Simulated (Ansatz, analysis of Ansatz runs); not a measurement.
# LaCrO4 (P2_1/c): a line between two Cr sites for an added hole

Aim: the energy barrier that a trapped hole meets when it moves from one Cr atom to another one nearby in LaCrO4 (P2_1/c). The model is a cell of 48 host atoms.

Program: Ansatz 0.2.0. Level of theory: plane-wave PAW DFT, PBEsol+U; relaxation of all atoms of a supercell at fixed charge in a uniform background; PAW set soft_1. Results are calculated unless marked as measured.

Most raw output is cut from this account.

## Step 1: The starting structure

The cell holds 48 atoms: 8 La, 8 Cr and 32 O. Its edges and angles: a = 9.773 Å, b = 9.773 Å, c = 8.262 Å, α = 67.1°, β = 112.9°, γ = 85.5°. It derives from LaCrO4 (space group P2_1/c). Nearest the centre at fractional (0.792, 0.292, 0.750): O30 at 1.72 Å, Cr14 at 2.09 Å, Cr16 at 2.09 Å, O42 at 2.15 Å, O34 at 2.23 Å, O22 at 2.28 Å, O32 at 2.29 Å, O44 at 2.69 Å.

Hubbard terms: Cr d 5.0 eV. They were chosen, not fitted, to curb self-interaction in the shells named, the trial site's among them. The two sites are Cr14 and Cr16. The cell's shortest repeat is 8.3 Å. The host's moments were started ferromagnetic, high spin; both sites carry the same spin direction.

## Step 2: The cell without the carrier

The neutral cell is relaxed first, from small random displacements, so that bond lengths and moments with the carrier can be set beside those of a relaxed cell without it.

The input, neutral.relax/input.yaml:

```yaml
crystal:
  lattice:
    - [6.63091836, 7.17871848, 0.02486774]
    - [-6.63091836, 7.17871848, -0.02486774]
    - [-4.76261004, 0.0, 6.75059431]
  atoms:
    - { symbol: La, position: [0.417918, 0.238426, 0.282621] }
    - { symbol: La, position: [0.917918, 0.738426, 0.282621] }
    - { symbol: La, position: [0.488426, 0.667918, 0.217379] }
    - { symbol: La, position: [0.988426, 0.167918, 0.217379] }
    - { symbol: La, position: [0.082082, 0.261574, 0.717379] }
    - { symbol: La, position: [0.582082, 0.761574, 0.717379] }
    - { symbol: La, position: [0.011574, 0.832082, 0.782621] }
    - { symbol: La, position: [0.511574, 0.332082, 0.782621] }
[... 36 atom lines left out ...]
    - { symbol: O, position: [0.230036, 0.885895, 0.01264] }
    - { symbol: O, position: [0.730036, 0.385895, 0.01264] }
    - { symbol: O, position: [0.135895, 0.480036, 0.48736] }
    - { symbol: O, position: [0.635895, 0.980036, 0.48736] }
basis:
  ecutwfc: 420
  xc_grid: 2
hamiltonian:
  xc: pbesol
  hubbard:
    sites: [{ species: Cr, l: d, u_eff: 5.0 }]
    projectors: ortho-atomic
  pseudopotentials: { kind: paw, azcp: { folder: soft_1 }, xc_functional: pbe }
kpoints:
  mp_grid: { grid: [1, 1, 1] }
magnetization:
  spin_polarized: true
  initial_magnetization: 8
  spin_locking: { lock_magnetization: hard }
scf:
  occupations: { method: fermi_dirac, width: 0.01 }
  max_iter: 120
  lower_state_search: "off"
output:
  forces: true
relax:
  f_tol: 0.02
  max_steps: 70
  random_displacement: { amplitude: 0.04, seed: 9467 }
checkpoint:
  write: "../neutral.relax.run"
  compress: false
  write_wavefunctions: true
  write_every: 100000
```

Started as:

```bash
ansatz run input.yaml --threads 8 --pin off --max-ram 18841MiB --backend cpu --events-out ev --progress --plain --runs-dir out
```

Run time: 34 s. Hardware: 8 threads of Arm Neoverse V2, shared host; peak memory 1.4 GiB.

The largest displacement from an ideal site is 0.024 Å.

## Step 3: The hole on the first site

The nearest neighbour or neighbours of the site start displaced and the site's starting moment is changed by the carrier's spin, since a carrier doesn't trap itself in the undistorted lattice.

The input, A.relax/input.yaml:

```yaml
crystal:
  lattice:
    - [6.63091836, 7.17871848, 0.02486774]
    - [-6.63091836, 7.17871848, -0.02486774]
    - [-4.76261004, 0.0, 6.75059431]
  atoms:
    - { symbol: La, position: [0.418691, 0.237004, 0.28305] }
    - { symbol: La, position: [0.918741, 0.73696, 0.283064] }
    - { symbol: La, position: [0.486989, 0.668518, 0.21759] }
    - { symbol: La, position: [0.987, 0.168618, 0.217529] }
    - { symbol: La, position: [0.081423, 0.263308, 0.717319] }
    - { symbol: La, position: [0.581601, 0.763189, 0.717541] }
    - { symbol: La, position: [0.0134, 0.831405, 0.783022] }
    - { symbol: La, position: [0.513491, 0.331316, 0.783346] }
[... 36 atom lines left out ...]
    - { symbol: O, position: [0.231321, 0.884132, 0.015538] }
    - { symbol: O, position: [0.731128, 0.384415, 0.015345] }
    - { symbol: O, position: [0.133749, 0.481101, 0.484681] }
    - { symbol: O, position: [0.634337, 0.981062, 0.485254] }
total_charge: 1
basis:
  ecutwfc: 420
  xc_grid: 2
hamiltonian:
  xc: pbesol
  hubbard:
    sites: [{ species: Cr, l: d, u_eff: 5.0 }]
    projectors: ortho-atomic
  pseudopotentials: { kind: paw, azcp: { folder: soft_1 }, xc_functional: pbe }
kpoints:
  mp_grid: { grid: [1, 1, 1] }
magnetization:
  spin_polarized: true
  initial_magnetization: 7
  spin_locking: { lock_magnetization: hard }
scf:
  occupations: { method: fermi_dirac, width: 0.01 }
  max_iter: 120
  lower_state_search: "off"
output:
  forces: true
relax:
  f_tol: 0.015
  max_steps: 70
  escape_saddle: false
checkpoint:
  write: "../A.relax.run"
  compress: false
  write_wavefunctions: true
  write_every: 100000
```

Elapsed: 59 s, on 8 threads; peak memory 1.4 GiB.

Relaxation path:

```tsv
step	energy less that of the first step (eV)	largest force component (eV/Å)
1	0.0000	2.1854
2	0.0159	1.6091
3	-0.4048	0.6520
4	-0.4170	0.5370
5	-0.4521	0.0575
6	-0.4534	0.0408
7	-0.4540	0.0241
8	-0.4543	0.0141
```

Relaxation step 2 was tried and not accepted.

The atoms that moved most (Å):

```tsv
atom	dx	dy	dz	length
O30	0.004	-0.128	0.033	0.132
O44	0.012	0.121	-0.027	0.125
O22	0.034	-0.084	0.006	0.091
La2	-0.002	0.055	-0.069	0.088
La5	0.078	-0.003	0.014	0.079
La4	-0.024	-0.031	0.062	0.074
La3	-0.018	-0.012	-0.060	0.064
O36	0.035	0.043	0.031	0.063
```

The moves above count from the input, in which the site's nearest neighbours were already displaced; the distances below compare with the cell without the carrier.

Distances from Cr14 without and with the hole:

```tsv
atom	without (Å)	with (Å)
O44	1.70	1.63
O30	1.69	1.64
O22	1.70	1.65
O36	1.71	1.65
```

The largest changes of the moments are -0.79 μB on Cr14, 0.03 μB on O22 and 0.02 μB on O30. The largest part sits on the chosen site.

## Step 4: The hole on the second site

The same start is made on the second site, to get the end of the hop.

The input, B.relax/input.yaml:

```yaml
crystal:
  lattice:
    - [6.63091836, 7.17871848, 0.02486774]
    - [-6.63091836, 7.17871848, -0.02486774]
    - [-4.76261004, 0.0, 6.75059431]
  atoms:
    - { symbol: La, position: [0.418691, 0.237004, 0.28305] }
    - { symbol: La, position: [0.918741, 0.73696, 0.283064] }
[... 11 atom lines left out ...]
    - { symbol: Cr, position: [0.821988, 0.511939, 0.697841], spin: 1.0 }
[... 1 atom line left out ...]
    - { symbol: Cr, position: [0.762087, 0.071986, 0.802684] }
[... 13 atom lines left out ...]
    - { symbol: O, position: [0.949258, 0.340922, 0.881178] }
[... 1 atom line left out ...]
    - { symbol: O, position: [0.601216, 0.191868, 0.630188] }
[... 1 atom line left out ...]
    - { symbol: O, position: [0.903851, 0.088774, 0.749491] }
[... 7 atom lines left out ...]
    - { symbol: O, position: [0.768699, 0.11366, 0.973951] }
[... 5 atom lines left out ...]
    - { symbol: O, position: [0.634337, 0.981062, 0.485254] }
total_charge: 1
basis:
  ecutwfc: 420
  xc_grid: 2
hamiltonian:
  xc: pbesol
  hubbard:
    sites: [{ species: Cr, l: d, u_eff: 5.0 }]
    projectors: ortho-atomic
  pseudopotentials: { kind: paw, azcp: { folder: soft_1 }, xc_functional: pbe }
kpoints:
  mp_grid: { grid: [1, 1, 1] }
magnetization:
  spin_polarized: true
  initial_magnetization: 7
  spin_locking: { lock_magnetization: hard }
scf:
  occupations: { method: fermi_dirac, width: 0.01 }
  max_iter: 120
  lower_state_search: "off"
output:
  forces: true
relax:
  f_tol: 0.015
  max_steps: 70
  escape_saddle: false
checkpoint:
  write: "../B.relax.run"
  compress: false
  write_wavefunctions: true
  write_every: 100000
```

Run time: 56 s. Hardware: 8 threads; peak memory 1.4 GiB.

Distances from Cr16 without and with the hole:

```tsv
atom	without (Å)	with (Å)
O42	1.70	1.63
O32	1.69	1.64
O24	1.70	1.65
O34	1.71	1.65
```

The largest changes of the moments are -0.79 μB on Cr16, 0.03 μB on O24 and 0.02 μB on O32. The largest part sits on the chosen site.

## Step 5: Points on the line between the two structures

All atoms move on the straight line between the two relaxed structures, 3.66 amu^1/2 Å long in mass-weighted terms. Each point starts from the state of the point before, once from either end, so that both localised states can be followed; the midpoint is also started with the carrier shared.

The input, A.x0500/input.yaml:

```yaml
crystal:
  lattice:
    - [6.63091836, 7.17871848, 0.02486774]
    - [-6.63091836, 7.17871848, -0.02486774]
    - [-4.76261004, 0.0, 6.75059431]
  atoms:
    - { symbol: La, position: [0.41658, 0.237842, 0.27856] }
    - { symbol: La, position: [0.92053, 0.73805, 0.282381] }
[... 11 atom lines left out ...]
    - { symbol: Cr, position: [0.823298, 0.510114, 0.699827] }
[... 1 atom line left out ...]
    - { symbol: Cr, position: [0.761321, 0.071985, 0.80359], spin: 1.0 }
[... 5 atom lines left out ...]
    - { symbol: O, position: [0.633887, 0.52471, 0.613235] }
[... 7 atom lines left out ...]
    - { symbol: O, position: [0.943345, 0.339984, 0.880199] }
[... 3 atom lines left out ...]
    - { symbol: O, position: [0.907491, 0.094001, 0.745359] }
[... 7 atom lines left out ...]
    - { symbol: O, position: [0.775, 0.115187, 0.984274] }
[... 5 atom lines left out ...]
    - { symbol: O, position: [0.632659, 0.979721, 0.484871] }
total_charge: 1
basis:
  ecutwfc: 420
  xc_grid: 2
hamiltonian:
  xc: pbesol
  hubbard:
    sites: [{ species: Cr, l: d, u_eff: 5.0 }]
    projectors: ortho-atomic
  pseudopotentials: { kind: paw, azcp: { folder: soft_1 }, xc_functional: pbe }
kpoints:
  mp_grid: { grid: [1, 1, 1] }
magnetization:
  spin_polarized: true
  initial_magnetization: 7
  spin_locking: { lock_magnetization: hard }
scf:
  occupations: { method: fermi_dirac, width: 0.01 }
  max_iter: 120
  lower_state_search: "off"
output:
  forces: true
  eigenvalues: true
  eigenstates: { localisation: true }
  write_density: true
  write_potential: true
  volumetric_format: npy
checkpoint:
  read: "../A.x0375.run"
  write: "../A.x0500.run"
  compress: false
  write_wavefunctions: true
  write_every: 100000
```

Run time: 21 s. Hardware: 8 threads; peak memory 1.4 GiB; 2.6 min of CPU time.

From eigenstates.tsv, first k-point; energies on the run's zero. The participation number counts the atoms that a state is spread over, of 48; bands count from 0.

```tsv
spin	band	energy (eV)	occupation	participation	largest share on	share
down	186	7.062	1.00	20.4	O19	0.09
down	187	7.085	1.00	19.6	O38	0.09
down	188	7.114	1.00	23.4	O38	0.08
down	189	7.183	1.00	17.3	O45	0.10
down	190	7.195	1.00	18.2	O37	0.10
down	191	7.254	1.00	24.7	O26	0.09
down	192	10.635	0.00	5.6	Cr16	0.36
down	193	10.674	0.00	5.2	Cr14	0.37
down	194	10.794	0.00	8.6	Cr13	0.20
down	195	10.824	0.00	7.6	Cr13	0.25
down	196	10.925	0.00	8.2	Cr12	0.26
up	193	8.506	1.00	18.8	Cr13	0.12
up	194	8.573	1.00	16.0	Cr9	0.16
up	195	8.667	1.00	17.9	Cr10	0.11
up	196	8.740	1.00	25.9	Cr12	0.09
up	197	8.764	1.00	19.2	Cr10	0.14
up	198	9.029	0.85	12.8	Cr14	0.17
up	199	9.063	0.15	11.3	Cr16	0.18
up	200	9.718	0.00	16.5	Cr11	0.12
up	201	9.791	0.00	12.9	Cr13	0.19
up	202	9.850	0.00	14.9	Cr11	0.15
up	203	9.859	0.00	10.5	Cr9	0.20
```

Spin density in the ab plane at fractional z = 0.750, through the centre, with atoms of La and Cr and O within 0.45 Å of it.

Ten even steps from '0' (-1.00 × 1e-1 e/Å³) to '9' (8.48 × 1e-1 e/Å³), each cell a mean:
```
111111149741111111111111111
111111124211111111111111111
111111111111111111111111111
111111111111111111111111111
111111111111111111111111111
111111111111111111111111111
111111111111111111111000111
111111111111111111111000011
111112431101111111111000011
111114872100001111111100111
111127942100001111111122111
111112211111111111111265211
111111111111111111111574211
111111111111111111111231111
111111111111111111111111111
111111111111111111111111111
111111111111111111111111111
111111110111111111111111111
111111110011111111111111111
111111110011111111111111011
111111110000111111123110001
111111111001111111256310000
111111113211111111364310000
111111115741111111121111011
```
Columns run along a (9.8 Å), rows up along b (9.8 Å). Atoms in or near the plane, at fractional coordinates: La at (0.09, 0.26), La at (0.58, 0.76), La at (0.02, 0.83), La at (0.51, 0.33), Cr at (0.32, 0.01), Cr at (0.82, 0.51), Cr at (0.26, 0.57), Cr at (0.76, 0.07), O at (0.41, 0.59), O at (0.91, 0.09), O at (0.34, 0.16), O at (0.84, 0.66).

Valence density in the ab plane at fractional z = 0.750, through the centre, with atoms of La and Cr and O within 0.45 Å of it. It is the smooth field of the valence electrons, not physical close to the nuclei.

Values in units of 1e0 e/Å³, 13 rows by 16 columns, each cell a mean:
```
0.6 0.3 0.3 0.3 1.0 4.5 2.0 0.3 0.1 0.0 0.1 0.4 0.3 0.1 0.2 0.6
1.7 1.0 0.2 0.1 0.1 0.3 0.6 0.4 0.3 0.4 0.3 0.2 0.2 0.1 0.5 1.6
1.6 1.0 0.2 0.0 0.0 0.1 0.2 0.3 1.1 1.6 1.2 0.3 0.1 0.1 0.4 1.4
0.4 0.3 0.3 0.2 0.1 0.1 0.1 0.3 1.2 1.7 1.4 0.5 0.7 2.2 0.9 0.3
0.1 0.3 0.7 2.6 2.7 0.9 2.5 1.5 0.4 0.6 0.5 0.2 1.4 5.6 2.3 0.2
0.0 0.1 0.4 4.6 5.8 1.5 4.7 3.0 0.3 0.1 0.1 0.2 0.7 2.4 0.9 0.1
0.0 0.0 0.1 0.5 0.5 0.3 0.6 0.6 0.2 0.1 0.3 0.4 1.7 8.3 2.9 0.2
0.1 0.1 0.1 0.3 0.3 0.1 0.5 1.2 1.2 0.5 0.2 0.2 0.4 1.4 1.0 0.3
0.6 1.0 0.8 0.2 0.1 0.1 0.7 1.7 1.7 1.0 0.1 0.0 0.1 0.2 0.3 0.3
1.2 1.7 1.6 0.5 0.3 0.6 0.5 0.8 1.0 0.5 0.1 0.1 0.0 0.0 0.1 0.2
0.7 1.3 1.1 0.4 1.5 5.4 2.1 0.2 0.1 0.3 0.5 0.7 0.5 0.3 0.8 0.5
0.3 0.2 0.2 0.2 0.8 2.7 1.3 0.2 0.1 0.2 0.7 5.0 5.5 1.7 5.5 2.7
0.2 0.1 0.2 0.3 1.4 5.8 1.9 0.1 0.0 0.1 0.2 1.7 2.2 0.7 1.9 1.2
```
Columns run along a (9.8 Å), rows up along b (9.8 Å). Atoms in or near the plane, at fractional coordinates: La at (0.09, 0.26), La at (0.58, 0.76), La at (0.02, 0.83), La at (0.51, 0.33), Cr at (0.32, 0.01), Cr at (0.82, 0.51), Cr at (0.26, 0.57), Cr at (0.76, 0.07), O at (0.41, 0.59), O at (0.91, 0.09), O at (0.34, 0.16), O at (0.84, 0.66).

Electrostatic potential energy in the ab plane at fractional z = 0.750, through the centre, with atoms of La and Cr and O within 0.45 Å of it. With pseudopotentials it is smooth inside the atoms' cores, unlike the true potential.

Ten even steps from '_' (-31 eV) to '@' (13 eV), each cell a mean:
```
##%%%%@@@@@@%%==....__==%%@@@@@@@@@@@@@@%%%%@@@@%%%%##
::==**%%@@@@@@##==----##%%@@@@@@@@@@@@@@@@@@@@%%##++::
..__--##@@@@@@@@%%%%%%%%@@@@%%##%%%%@@@@@@@@@@%%**..__
==....**%%@@@@@@@@@@@@@@%%##++----++##@@@@@@@@%%++__..
..__::**%%@@@@@@@@@@@@@@%%++..____..++%%@@@@@@%%**::__
::--++%%@@@@@@@@@@@@@@@@%%==__::--__::##@@@@@@@@%%**--
####%%%%@@@@%%@@@@@@@@@@%%++..__..__--##%%##==++%%%%##
@@@@@@@@%%**++**%%@@@@%%%%##++::..::++%%%%--____==@@@@
@@@@@@%%**::....==##--::++%%%%##**##%%@@@@==____==@@@@
@@@@@@%%**......::==____..##@@@@%%@@@@@@%%##----##@@@@
@@@@@@@@##--....--**::__::%%@@@@@@@@@@@@##==::::++%%@@
@@@@@@@@@@##++++**%%%%**##@@@@@@@@@@@@%%**......::**@@
@@@@@@@@@@@@%%%%@@@@@@%%######%%@@@@@@@@##::..__::**@@
@@@@@@@@@@@@@@@@@@@@%%**--::--++%%@@@@@@%%**--::==##@@
%%%%##%%%%@@@@@@@@@@##::__..__..**%%@@@@@@%%%%##%%%%@@
##==--==**%%@@@@@@%%##..__--::__++%%@@@@@@@@@@@@@@@@%%
==..____::**%%@@@@@@##--__..__..++%%@@@@@@@@@@@@@@@@%%
::__----__==%%@@@@@@%%##==::::++##%%@@@@@@@@@@@@@@@@##
==__....__==%%%%==--**%%%%####%%%%@@@@@@@@@@@@@@@@@@%%
**--....--**%%**..__..##@@@@@@@@@@%%##**++##%%@@%%%%%%
%%##****##%%@@##..__..%%@@@@@@@@@@##==....::**==..::##
@@@@@@%%@@@@@@%%**==**%%@@@@@@@@@@##--__....==..____==
@@@@@@@@@@@@%%**--::--##@@@@@@@@@@%%++......++==....**
@@@@@@@@@@@@%%--....__==%%@@@@@@@@@@%%**==++%%%%%%%%@@
```
Columns run along a (9.8 Å; values clipped at the 3rd and 97th percentile), rows up along b (9.8 Å). Atoms in or near the plane, at fractional coordinates: La at (0.09, 0.26), La at (0.58, 0.76), La at (0.02, 0.83), La at (0.51, 0.33), Cr at (0.32, 0.01), Cr at (0.82, 0.51), Cr at (0.26, 0.57), Cr at (0.76, 0.07), O at (0.41, 0.59), O at (0.91, 0.09), O at (0.34, 0.16), O at (0.84, 0.66).

Free energies from the first end:

```tsv
started from	fraction	energy (eV)	moment change on Cr14 (μB)	on Cr16 (μB)
first site	0	0.000	-0.79	0.00
first site	0.125	0.017	-0.76	-0.02
first site	0.25	0.066	-0.71	-0.04
first site	0.375	0.143	-0.59	-0.07
first site	0.5	0.166	-0.24	-0.24
first site	0.625	0.140	-0.10	-0.46
second site	0.875	0.017	-0.02	-0.77
second site	0.75	0.066	-0.04	-0.71
second site	0.625	0.140	-0.10	-0.46
second site	0.5	0.166	-0.24	-0.24
second site	0.375	0.144	-0.50	-0.09
shared	0.5	0.166	-0.24	-0.24
second site	1	0.000	0.00	-0.79
```

## Step 6: Summary of results

```yaml
distance_of_the_two_sites_without_the_carrier: 4.18 Å
```

In words: The highest point of the line lies 0.17 eV above the first end, but there the hole is shared and partly spread further, so this is no barrier of a single pair, which may be higher, and the image-charge term need not cancel. No run compares the localised hole with one spread in the band, so its binding is unknown. The magnetic order was assumed and need not be the ground state. The total moment is locked, so a carrier of the other spin direction was not tried. The program's search for lower electronic states was switched off in all runs, so that each state is followed; none is shown to be the lowest at its structure. No image-charge correction is applied; it nearly cancels along the line while the charge stays localised. Limits: sampling at the zone centre alone can move energies of charged and open-shell states by tenths of an eV or more in cells of this size; the images are only 8.3 Å apart; gap and trapping depend on the U chosen (Cr d 5.0 eV); spin–orbit coupling, which can matter with heavy atoms, is left out.

[Logs are printed without paths, hosts, clocks, repeated set-up lines and the standing remarks that a program may print on its own settings, such as how far it seeks lower states.]

[Hosts, paths, dates, database ids (printed as entryN), source tags and the programs' standing remarks are cut or masked in the printed files.]
